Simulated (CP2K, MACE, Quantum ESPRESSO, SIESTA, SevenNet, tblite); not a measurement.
# Bulk modulus two ways: amorphous carbon (111 atoms), CP2K double zeta, PBE

The cell holds 111 atoms (111 C). Recipe: 111 atoms (111 C) placed at random at 2.35 g/cm³, melted at 6000 K for 10 ps at fixed volume with the Tersoff potential (Tersoff, Phys. Rev. B 39, 5566 (1989)). Quenched from 6000 K to 500 K at 200 K/ps and fixed volume, held 5 ps. Then the atoms were relaxed with SevenNet 0 in the fixed cell.

Calculated with CP2K 2026.2: PBE; DZVP-MOLOPT-SR, GTH-PBE potentials, 450 Ry; k-points Γ. The cell is scaled evenly by ±3 % in volume, and SevenNet 0 relaxes the atoms at each volume before the single point.

| volume (Å³/atom) | energy less the middle row's (meV/atom) | pressure (GPa) |
| --- | --- | --- |
| 8.2359 | -17.485 | 0.490 |
| 8.4906 | 0.000 | -4.724 |
| 8.7454 | 15.906 | -9.612 |

Task: Find the bulk modulus at the middle volume from the pressures and from the energies, and check the printed pressure against the slope of the energy (1 meV/Å³ = 0.16022 GPa).

**Working.**

The step is h = 0.2547 Å³. From pressures: B = −V dP/dV = 8.4906 × (0.490 − (-9.612)) / (2 × 0.2547) = 168 GPa.

From energies: B = V d²E/dV² = 8.4906 × (-17.485 + (15.906)) / 0.2547² = -206.6 meV/Å³ = -33.1 GPa.

Slope: P = −dE/dV = −(15.906 − (-17.485)) / (2 × 0.2547) = -65.5 meV/Å³ = -10.50 GPa, against -4.72 GPa printed.

The pressure doesn't fall steadily, or the energy curves downwards, so these three points don't lie on one smooth branch.

The modulus from energies lies 120 % under that from pressures.

A central difference over ±3 % overstates P by about B(1 + B′)(0.03)²/6, some 0.13 GPa for B′ = 4, which is small against the gap found. The atoms follow SevenNet 0, so this level's forces do work along the path, which enters the energies but not the printed pressures.

Limits: three points, a static cell at zero temperature, the cell shape held; the modulus is that at -4.7 GPa, not at zero pressure.

[Hosts, paths, dates, database ids (printed as entryN), source tags and the programs' standing remarks are cut or masked in the printed files.]
